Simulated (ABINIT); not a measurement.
# Quasiparticle gap of LiNbO3 (R3c) in ABINIT, part 2 of 3

How does a plane-wave GW calculation on LiNbO3 (R3c) run from the first input to the gap?

ABINIT 10.8.3; PBE and many-body steps on it, plane waves. Known limits of the many-body steps: not at the basis limit; no spin-orbit coupling.

So far. Step 2 (Ground state): The gap is indirect, with the least direct gap 0.011 eV higher.

### 3. Bands along the symmetry lines

Level of this step: DFT, PBE, plane waves, norm-conserving pseudopotentials (ABINIT).

The cheap functional maps the bands first; the places of the edges decide which points the dearer methods must see.

The input, run.abi:

```
acell 3*1.0 Angstrom
rprim 
  2.575800000019 1.487138823389 4.623000000000
  -2.575800000018 1.487138823389 4.623000000000
  0.000000000000 -2.974277646779 4.623000000000
ntypat 3
znucl 3 41 8
natom 10
typat 1 1 2 2 3 3 3 3 3 3
xred 
  0.281500000000 0.281500000000 0.281500000000
  0.781500000000 0.781500000000 0.781500000000
  0.000055000000 0.000055000000 0.000055000000
  0.500055000000 0.500055000000 0.500055000000
  0.112310000000 0.358360000000 0.719590000000
  0.719590000000 0.112310000000 0.358360000000
  0.358360000000 0.719590000000 0.112310000000
  0.219590000000 0.858360000000 0.612310000000
  0.858360000000 0.612310000000 0.219590000000
  0.612310000000 0.219590000000 0.858360000000
pp_dirpath "pseudos"
pseudos "Li.upf, Nb.upf, O.upf"
ecut 37
iscf -2
irdden 1
kptopt 0
nkpt 31
kpt 
  0.00000000 0.00000000 0.00000000
  -0.12500000 -0.12500000 -0.12500000
  -0.25000000 -0.25000000 -0.25000000
  -0.37500000 -0.37500000 -0.37500000
  -0.50000000 -0.50000000 -0.50000000
  -0.50000000 -0.43391329 -0.56608671
  -0.50000000 -0.36782657 -0.63217342
  -0.50000000 -0.30173986 -0.69826014
  -0.50000000 -0.23565315 -0.76434685
  -0.23565315 0.23565315 -0.50000000
  -0.17673986 0.17673986 -0.50000000
  -0.11782658 0.11782658 -0.50000000
  -0.05891329 0.05891329 -0.50000000
  0.00000000 0.00000000 -0.50000000
  0.00000000 0.00000000 -0.37500000
  0.00000000 0.00000000 -0.25000000
  0.00000000 0.00000000 -0.12500000
  0.00000000 0.00000000 0.00000000
  0.00000000 0.09195664 -0.09195664
  0.00000000 0.18391329 -0.18391329
  0.00000000 0.27586993 -0.27586993
  0.00000000 0.36782657 -0.36782657
  -0.36782657 0.00000000 -0.63217343
  -0.40086993 0.00000000 -0.59913007
  -0.43391329 0.00000000 -0.56608671
  -0.46695664 0.00000000 -0.53304336
  -0.50000000 0.00000000 -0.50000000
  -0.37500000 0.00000000 -0.37500000
  -0.25000000 0.00000000 -0.25000000
  -0.12500000 0.00000000 -0.12500000
  0.00000000 0.00000000 0.00000000
istwfk *1
nband 41
nbdbuf 2
tolwfr 1e-08
nstep 40
prtwf 0
prtvol 0
indata_prefix "in"
outdata_prefix "out"
tmpdata_prefix "tmp"
```

Run with:

```
> OMP_NUM_THREADS=1 mpirun -n 32 abinit run.abi > log
```

Numbers of over 12 decimals in the logs are rounded to 6 here.

Output:

```text
.Version 10.8.3 of ABINIT. v10.8.2 released Aug 2026.

 Symmetries : space group R3 c (#161); Bravais hR (rhombohedral)
[... echo of the input left out ...]
== DATASET  1 ==================================================================
-   mpi_nproc: 32, omp_nthreads: 1 (-1 if OMP is not activated)
-    --> not optimal distribution: autoparal keyword recommended in input file <--

--- !DatasetInfo
iteration_state: {dtset: 1, }
dimensions: {natom: 10, nkpt: 31, mband: 41, nsppol: 1, nspinor: 1, nspden: 1, mpw: 7739, }
cutoff_energies: {ecut:  37.0, pawecutdg:  -1.0, }
electrons: {nelect:   6.80000000E+01, charge:   0.00000000E+00, occopt:   1.00000000E+00, tsmear:   1.00000000E-02, }

 Real(R)+Recip(G) space primitive vectors, cartesian coordinates (Bohr,Bohr^-1):
 R(1)=  4.8675566  2.8102851  8.7362039  G(1)=  0.1027209  0.0593060  0.0381554
 R(2)= -4.8675566  2.8102851  8.7362039  G(2)= -0.1027209  0.0593060  0.0381554
 R(3)=  0.0000000 -5.6205702  8.7362039  G(3)=  0.0000000 -0.1186119  0.0381554
 Unit cell volume ucvol=  7.1702681E+02 bohr^3
 Angles (23,13,12)=  5.58832370E+01  5.58832370E+01  5.58832370E+01 degrees

 getcut: wavevector=  0.0000  0.0000  0.0000  ngfft=  60  60  60
         ecut(hartree)=     37.000   => boxcut(ratio)=   2.10943

--- Pseudopotential description ------------------------------------------------
- Li Generated using ONCVPSP code by D. R. Hamann
-  3.00000   3.00000  171031                  znucl, zion, pspdat
12 -101130 1 -1 1944                          pspcod,pspxc,lmax,lloc,mmax
     nproj     2     2     0
  pspatm : epsatm=    2.74360059
         --- l  ekb(1:nproj) -->
             0   -4.951544   -1.544797
             1   -2.250661   -0.474685
 pspatm: atomic psp has been read  and splines computed

- Nb Generated using ONCVPSP code by D. R. Hamann
- 41.00000  13.00000  171031                  znucl, zion, pspdat
12 -101130 2 -1 1680                          pspcod,pspxc,lmax,lloc,mmax
     nproj     2     2     2
  pspatm : epsatm=   15.70506314
         --- l  ekb(1:nproj) -->
             0   12.947070    1.341137
[...]
pspatm: atomic psp has been read  and splines computed

- O Generated using ONCVPSP code by D. R. Hamann
-  8.00000   6.00000  171031                  znucl, zion, pspdat
12 -101130 2 -1 936                           pspcod,pspxc,lmax,lloc,mmax
     nproj     2     2     1
  pspatm : epsatm=    6.19545534
         --- l  ekb(1:nproj) -->
[...]
2   -1.331955
 pspatm: atomic psp has been read  and splines computed

--------------------------------------------------------------------------------

================================================================================
 prteigrs : about to open file out_EIG
 Non-SCF case, kpt    1 (  0.00000  0.00000  0.00000), residuals and eigenvalues=
[...]
3.1460E-01  3.5543E-01  3.5543E-01  3.6172E-01  4.3407E-01

--- !ResultsGS
iteration_state: {dtset: 1, }
comment   : Summary of ground state results
lattice_vectors:
- [  4.8675566,   2.8102851,   8.7362039, ]
- [ -4.8675566,   2.8102851,   8.7362039, ]
- [  0.0000000,  -5.6205702,   8.7362039, ]
lattice_lengths: [  10.38807,   10.38807,   10.38807, ]
lattice_angles: [ 55.883,  55.883,  55.883, ] # degrees, (23, 13, 12)
lattice_volume:   7.1702681E+02
convergence: {deltae:  0.000E+00, res2:  0.000E+00, residm:  9.972E-09, diffor:  0.000E+00, }
etotal    :  -2.38672274E+02
entropy   :   0.00000000E+00
fermie    :   1.64720858E-01
cartesian_stress_tensor: null
pressure_GPa: null
xred      :
- [  2.8150E-01,   2.8150E-01,   2.8150E-01, Li]
- [  7.8150E-01,   7.8150E-01,   7.8150E-01, Li]
- [  5.5000E-05,   5.5000E-05,   5.5000E-05, Nb]
- [  5.0006E-01,   5.0005E-01,   5.0005E-01, Nb]
- [  1.1231E-01,   3.5836E-01,   7.1959E-01,  O]
- [  7.1959E-01,   1.1231E-01,   3.5836E-01,  O]
- [  3.5836E-01,   7.1959E-01,   1.1231E-01,  O]
- [  2.1959E-01,   8.5836E-01,   6.1231E-01,  O]
- [  8.5836E-01,   6.1231E-01,   2.1959E-01,  O]
- [  6.1231E-01,   2.1959E-01,   8.5836E-01,  O]
cartesian_forces: null
force_length_stats: {min: null, max: null, mean: null, }

 Integrated electronic density in atomic spheres:
 ------------------------------------------------
 Atom  Sphere_radius  Integrated_density
[...]
================================================================================

 ----iterations are completed or convergence reached----

 Mean square residual over all n,k,spin=   57.608E-10; max=  99.724E-10
 reduced coordinates (array xred) for   10 atoms
[...]
0.858360000000      0.612310000000      0.219590000000
       0.612310000000      0.219590000000      0.858360000000

 cartesian coordinates (angstrom) at end:
    1      2.8e-13    -2.8e-13     3.904123
    2      7.8e-13    -7.8e-13    10.838624
    3      0.000000    -0.000000     0.000762795
[...]
9      0.633776     1.533969     7.814072
   10      1.011568    -1.315850     7.814072
 length scales=  1.889726125908  1.889726125908  1.889726125908 bohr
              =  1.000000000000  1.000000000000  1.000000000000 angstroms
 prteigrs : about to open file out_EIG
 Eigenvalues (hartree) for nkpt=  31  k points:
 kpt#   1, nband= 41, wtk=  1.00000, kpt=  0.0000  0.0000  0.0000 (reduced coord)
[...]
kpt#   2, nband= 41, wtk=  1.00000, kpt= -0.1250 -0.1250 -0.1250 (reduced coord)
[...]
kpt#   3, nband= 41, wtk=  1.00000, kpt= -0.2500 -0.2500 -0.2500 (reduced coord)
[...]
kpt#  30, nband= 41, wtk=  1.00000, kpt= -0.1250  0.0000 -0.1250 (reduced coord)
[...]
0.44275
 kpt#  31, nband= 41, wtk=  1.00000, kpt=  0.0000  0.0000  0.0000 (reduced coord)
[...]
0.09047    0.12019    0.13192    0.13192    0.13914    0.13922    0.13922    0.14707
   0.16446    0.16446    0.29743    0.29743    0.31460    0.35543    0.35543    0.36172
   0.43407

== END DATASET(S) ==============================================================
================================================================================

 -outvars: echo values of variables after computation  --------
            nband          41
             nkpt          31
          spgroup         161
 [... the other variables as echoed above ...]

 Calculation completed.
```

Elapsed: 17 s, on 32 MPI ranks of Arm Neoverse V2, shared host; peak memory 2.6 GiB.

Numbers from this step:

| Item | Value |
| --- | --- |
| gap | 3.585 eV |
| k of the valence top | -0.125, -0.125, -0.125 |
| k of the conduction bottom | -0.125, 0, -0.125 |
| least direct gap | 3.618 eV |

The gap is 3.585 eV, −0.022 eV from the run before at this level.

The electronic bands at the labelled points (eV, zero at the top of the highest filled band):

| point | band 31 | band 32 | band 33 | band 34 | band 35 | band 36 | band 37 | band 38 |
| --- | --- | --- | --- | --- | --- | --- | --- | --- |
| Γ | -0.70 | -0.48 | -0.01 | -0.01 | 3.61 | 3.61 | 4.08 | 5.19 |
| halfway | -0.62 | -0.42 | -0.03 | -0.03 | 4.03 | 4.03 | 4.24 | 5.13 |
| T | -0.32 | -0.32 | -0.32 | -0.32 | 4.66 | 4.66 | 4.86 | 4.86 |
| halfway | -0.57 | -0.57 | -0.26 | -0.26 | 4.32 | 4.32 | 4.81 | 4.81 |
| H2 | -0.58 | -0.58 | -0.26 | -0.26 | 3.93 | 3.93 | 4.77 | 4.77 |
| jump to H0 | -0.58 | -0.58 | -0.26 | -0.26 | 3.93 | 3.93 | 4.77 | 4.77 |
| halfway | -0.47 | -0.47 | -0.18 | -0.18 | 3.82 | 3.82 | 4.78 | 4.78 |
| L | -0.30 | -0.30 | -0.22 | -0.22 | 3.91 | 3.91 | 4.74 | 4.74 |
| halfway | -0.47 | -0.41 | -0.21 | -0.08 | 3.66 | 3.77 | 4.21 | 4.92 |
| Γ | -0.70 | -0.48 | -0.01 | -0.01 | 3.61 | 3.61 | 4.08 | 5.19 |
| halfway | -0.50 | -0.34 | -0.29 | -0.06 | 3.70 | 3.97 | 4.21 | 4.74 |
| S0 | -0.71 | -0.50 | -0.40 | -0.11 | 3.59 | 4.11 | 4.70 | 4.78 |
| jump to S2 | -0.71 | -0.50 | -0.40 | -0.11 | 3.59 | 4.11 | 4.70 | 4.78 |
| halfway | -0.72 | -0.60 | -0.43 | -0.15 | 3.62 | 4.16 | 4.63 | 4.76 |
| F | -0.71 | -0.65 | -0.48 | -0.19 | 3.70 | 4.18 | 4.63 | 4.68 |
| halfway | -0.70 | -0.37 | -0.30 | -0.09 | 3.67 | 4.15 | 4.26 | 4.72 |
| Γ | -0.70 | -0.48 | -0.01 | -0.01 | 3.61 | 3.61 | 4.08 | 5.19 |

### 4. Empty states on the mesh, 4×4×4 mesh, 255 bands

The sums over transitions need many empty states on a uniform mesh; this step solves for them.

The input, run.abi:

```
acell 3*1.0 Angstrom
rprim 
  2.575800000019 1.487138823389 4.623000000000
  -2.575800000018 1.487138823389 4.623000000000
  0.000000000000 -2.974277646779 4.623000000000
ntypat 3
znucl 3 41 8
natom 10
typat 1 1 2 2 3 3 3 3 3 3
xred 
  0.281500000000 0.281500000000 0.281500000000
  0.781500000000 0.781500000000 0.781500000000
  0.000055000000 0.000055000000 0.000055000000
  0.500055000000 0.500055000000 0.500055000000
  0.112310000000 0.358360000000 0.719590000000
  0.719590000000 0.112310000000 0.358360000000
  0.358360000000 0.719590000000 0.112310000000
  0.219590000000 0.858360000000 0.612310000000
  0.858360000000 0.612310000000 0.219590000000
  0.612310000000 0.219590000000 0.858360000000
pp_dirpath "pseudos"
pseudos "Li.upf, Nb.upf, O.upf"
ecut 37
ngkpt 4 4 4
nshiftk 1
shiftk 0 0 0
kptopt 1
chksymbreak 0
iscf -2
irdden 1
istwfk *1
nband 255
nbdbuf 22
tolwfr 1e-09
nstep 60
prtvol 0
indata_prefix "in"
outdata_prefix "out"
tmpdata_prefix "tmp"
```

Output:

```text
.Version 10.8.3 of ABINIT. v10.8.2 released Aug 2026.

 Symmetries : space group R3 c (#161); Bravais hR (rhombohedral)
[... echo of the input left out ...]
== DATASET  1 ==================================================================
-   mpi_nproc: 32, omp_nthreads: 1 (-1 if OMP is not activated)
-    --> not optimal distribution: autoparal keyword recommended in input file <--

--- !DatasetInfo
iteration_state: {dtset: 1, }
dimensions: {natom: 10, nkpt: 13, mband: 255, nsppol: 1, nspinor: 1, nspden: 1, mpw: 7739, }
cutoff_energies: {ecut:  37.0, pawecutdg:  -1.0, }
electrons: {nelect:   6.80000000E+01, charge:   0.00000000E+00, occopt:   1.00000000E+00, tsmear:   1.00000000E-02, }

 Real(R)+Recip(G) space primitive vectors, cartesian coordinates (Bohr,Bohr^-1):
 R(1)=  4.8675566  2.8102851  8.7362039  G(1)=  0.1027209  0.0593060  0.0381554
 R(2)= -4.8675566  2.8102851  8.7362039  G(2)= -0.1027209  0.0593060  0.0381554
 R(3)=  0.0000000 -5.6205702  8.7362039  G(3)=  0.0000000 -0.1186119  0.0381554
 Unit cell volume ucvol=  7.1702681E+02 bohr^3
 Angles (23,13,12)=  5.58832370E+01  5.58832370E+01  5.58832370E+01 degrees

 getcut: wavevector=  0.0000  0.0000  0.0000  ngfft=  60  60  60
         ecut(hartree)=     37.000   => boxcut(ratio)=   2.10943

--- Pseudopotential description ------------------------------------------------
- Li Generated using ONCVPSP code by D. R. Hamann
-  3.00000   3.00000  171031                  znucl, zion, pspdat
12 -101130 1 -1 1944                          pspcod,pspxc,lmax,lloc,mmax
     nproj     2     2     0
  pspatm : epsatm=    2.74360059
         --- l  ekb(1:nproj) -->
             0   -4.951544   -1.544797
             1   -2.250661   -0.474685
 pspatm: atomic psp has been read  and splines computed

- Nb Generated using ONCVPSP code by D. R. Hamann
- 41.00000  13.00000  171031                  znucl, zion, pspdat
12 -101130 2 -1 1680                          pspcod,pspxc,lmax,lloc,mmax
     nproj     2     2     2
  pspatm : epsatm=   15.70506314
         --- l  ekb(1:nproj) -->
             0   12.947070    1.341137
[...]
pspatm: atomic psp has been read  and splines computed

- O Generated using ONCVPSP code by D. R. Hamann
-  8.00000   6.00000  171031                  znucl, zion, pspdat
12 -101130 2 -1 936                           pspcod,pspxc,lmax,lloc,mmax
     nproj     2     2     1
  pspatm : epsatm=    6.19545534
         --- l  ekb(1:nproj) -->
[...]
2   -1.331955
 pspatm: atomic psp has been read  and splines computed

--------------------------------------------------------------------------------

================================================================================
 prteigrs : about to open file out_EIG
 Non-SCF case, kpt    1 (  0.00000  0.00000  0.00000), residuals and eigenvalues=
[...]
-9.5151E-01 -9.4868E-01 -9.4868E-01 -9.4465E-01 -4.5643E-01 -4.3193E-01
 -4.3193E-01 -3.9871E-01 -3.9077E-01 -3.9077E-01  2.1447E-03  2.1447E-03
[...]
3.2186E+00  3.2251E+00  3.2355E+00  3.2355E+00  3.2606E+00  3.2614E+00
  3.2614E+00  3.2735E+00  3.2950E+00  3.3105E+00  3.3234E+00  3.3240E+00
[...]
prteigrs : prtvol=0 or 1, do not print more k-points.

--- !ResultsGS
iteration_state: {dtset: 1, }
comment   : Summary of ground state results
lattice_vectors:
- [  4.8675566,   2.8102851,   8.7362039, ]
- [ -4.8675566,   2.8102851,   8.7362039, ]
- [  0.0000000,  -5.6205702,   8.7362039, ]
lattice_lengths: [  10.38807,   10.38807,   10.38807, ]
lattice_angles: [ 55.883,  55.883,  55.883, ] # degrees, (23, 13, 12)
lattice_volume:   7.1702681E+02
convergence: {deltae:  0.000E+00, res2:  0.000E+00, residm:  9.986E-10, diffor:  0.000E+00, }
etotal    :  -2.38672274E+02
entropy   :   0.00000000E+00
fermie    :   1.64720858E-01
cartesian_stress_tensor: null
pressure_GPa: null
xred      :
- [  2.8150E-01,   2.8150E-01,   2.8150E-01, Li]
- [  7.8150E-01,   7.8150E-01,   7.8150E-01, Li]
- [  5.5000E-05,   5.5000E-05,   5.5000E-05, Nb]
- [  5.0006E-01,   5.0005E-01,   5.0005E-01, Nb]
- [  1.1231E-01,   3.5836E-01,   7.1959E-01,  O]
- [  7.1959E-01,   1.1231E-01,   3.5836E-01,  O]
- [  3.5836E-01,   7.1959E-01,   1.1231E-01,  O]
- [  2.1959E-01,   8.5836E-01,   6.1231E-01,  O]
- [  8.5836E-01,   6.1231E-01,   2.1959E-01,  O]
- [  6.1231E-01,   2.1959E-01,   8.5836E-01,  O]
cartesian_forces: null
force_length_stats: {min: null, max: null, mean: null, }

 Integrated electronic density in atomic spheres:
 ------------------------------------------------
 Atom  Sphere_radius  Integrated_density
[...]
================================================================================

 ----iterations are completed or convergence reached----

 Mean square residual over all n,k,spin=   36.906E-11; max=  99.856E-11
 reduced coordinates (array xred) for   10 atoms
[...]
0.858360000000      0.612310000000      0.219590000000
       0.612310000000      0.219590000000      0.858360000000

 cartesian coordinates (angstrom) at end:
    1      2.8e-13    -2.8e-13     3.904123
    2      7.8e-13    -7.8e-13    10.838624
    3      0.000000    -0.000000     0.000762795
[...]
9      0.633776     1.533969     7.814072
   10      1.011568    -1.315850     7.814072
 length scales=  1.889726125908  1.889726125908  1.889726125908 bohr
              =  1.000000000000  1.000000000000  1.000000000000 angstroms
 prteigrs : about to open file out_EIG
 Eigenvalues (hartree) for nkpt=  13  k points:
 kpt#   1, nband=255, wtk=  0.01563, kpt=  0.0000  0.0000  0.0000 (reduced coord)
[...]
3.13400    3.15562    3.15562    3.16147    3.18021    3.18021    3.20292    3.21860
   3.21860    3.22509    3.23551    3.23551    3.26064    3.26138    3.26138    3.27350
   3.29498    3.31046    3.32343    3.32403    3.34632    3.35789    3.36525
 prteigrs : prtvol=0 or 1, do not print more k-points.

== END DATASET(S) ==============================================================
================================================================================

 -outvars: echo values of variables after computation  --------
            nband         255
             nkpt          13
          spgroup         161
 [... the other variables as echoed above ...]

 Calculation completed.
```

Elapsed: 2.4 min, on 32 MPI ranks; peak memory 3.1 GiB; 61 min of CPU time.

This step gave:

```yaml
gap: 3.616 eV
k_of_the_valence_top: 0, 0, 0
k_of_the_conduction_bottom: 0.5, 0.25, 0
least_direct_gap: 3.618 eV
k_points_computed: 13
lowest_point_of_the_top_converged_band_above_the_valence_top: 79.8480 eV
```

On this mesh the gap is 3.616 eV.

### 5. Screening, 4×4×4 mesh, 233 bands, screening to 130.6 eV

The RPA dielectric matrix is built and inverted for each q.

This step: RPA screening on PBE, plane waves, norm-conserving pseudopotentials.

run.abi: that of step 4 with these lines changed.

```diff
@@ -28,10 +28,11 @@
 chksymbreak 0
-iscf -2
-irdden 1
 istwfk *1
-nband 255
-nbdbuf 22
-tolwfr 1e-09
-nstep 60
-prtvol 0
+occopt 1
+irdwfk 1
+optdriver 3
+nband 233
+ecuteps 4.8
+inclvkb 2
+awtr 1
+symchi 1
 indata_prefix "in"
```

Output:

```text
.Version 10.8.3 of ABINIT. v10.8.2 released Aug 2026.

 Symmetries : space group R3 c (#161); Bravais hR (rhombohedral)
[... echo of the input left out ...]
== DATASET  1 ==================================================================
-   mpi_nproc: 32, omp_nthreads: 1 (-1 if OMP is not activated)

--- !DatasetInfo
iteration_state: {dtset: 1, }
dimensions: {natom: 10, nkpt: 13, mband: 233, nsppol: 1, nspinor: 1, nspden: 1, mpw: 7739, }
cutoff_energies: {ecut:  37.0, pawecutdg:  -1.0, }
electrons: {nelect:   6.80000000E+01, charge:   0.00000000E+00, occopt:   1.00000000E+00, tsmear:   1.00000000E-02, }

 SCREENING: Calculation of the susceptibility and dielectric matrices

 Based on a program developped by R.W. Godby, V. Olevano, G. Onida, and L. Reining.
 Incorporated in ABINIT by V. Olevano, G.-M. Rignanese, and M. Torrent.
.Using double precision arithmetic ; gwpc =  8

[... cell and pseudopotentials left out ...]
--------------------------------------------------------------------------------

 ==== K-mesh for the wavefunctions ====
 Number of points in the irreducible wedge :    13
[... list of points left out ...]
 Together with  6 symmetry operations and time-reversal symmetry
 yields    64 points in the full Brillouin Zone.

 ==== Q-mesh for the screening function ====
 Number of points in the irreducible wedge :    13
[... list of points left out ...]
 Together with  6 symmetry operations and time-reversal symmetry
 yields    64 points in the full Brillouin Zone.

 setmesh: FFT mesh size selected  =    40x   40x   40
          total number of points  =        64000

 vcoul_init : cutoff-mode = AUXILIARY_FUNCTION
 q-points for optical limit:   1
     1)      0.000010    0.000020    0.000030

- screening: taking advantage of time-reversal symmetry
- Maximum band index for partially occupied states nbvw = 34
- Remaining bands to be divided among processors   nbcw = 199
- Number of bands treated by each node ~6

 Number of electrons calculated from density =   68.0000; Expected =   68.0000
 average of density, n =  0.094836
 r_s =    1.3603
 omega_plasma =   29.7059 [eV]

 calculating chi0 at frequencies [eV] :
  1    0.000000E+00    0.000000E+00
  2    0.000000E+00    2.970588E+01

--------------------------------------------------------------------------------
  q-point number  1        q = ( 0.000000, 0.000000, 0.000000) [r.l.u.]
--------------------------------------------------------------------------------
[... chi0 elements left out ...]
 For q-point:  0.000010 0.000020 0.000030
  dielectric constant =   5.0252
  dielectric constant without local fields =   5.6246

  Average fulfillment of the sum rule on Im[epsilon] for q-point    1 :     71.00  [%]
[... wings left out ...]
  q-point number  2        q = ( 0.250000, 0.000000, 0.000000) [r.l.u.]
--------------------------------------------------------------------------------
[... chi0 elements left out ...]
  Average fulfillment of the sum rule on Im[epsilon] for q-point    2 :     78.60  [%]

 [... 11 further q-points ...]
```

The job ended after 4.9 min (32 MPI ranks; peak memory 23 GiB).

Numbers from this step:

```
ε∞ with local fields, on this mesh, along the program's q direction : 5.025
the same without local fields                                       : 5.625
plasma frequency                                                    : 29.71 eV
plane waves in the screening matrix                                 : 339
```

Local fields lower ε∞ by 11 %.

(Part 2 of 3 ends here.)

[Paths, hosts, dates, memory and timing lines, banners, echoed tables and standing remarks are left out of the program output.]

[Logs are printed without paths, hosts, clocks, repeated set-up lines and the standing remarks that a program may print on its own settings, such as how far it seeks lower states.]

[Runs of the session that timed out or met a known fault of the program may be left out.]

[Hosts, paths, dates, database ids (printed as entryN), source tags and the programs' standing remarks are cut or masked in the printed files.]

[G0W0 gaps are taken among the corrected bands and points alone; a level outside them can change the order at an edge.]

[Where Ansatz stands beside ABINIT at settings called matched, ABINIT's density can come from a denser mesh and the files from another edition; pairs whose starting gaps differed by over 0.03 eV were left out, so agreement reads better than it is.]
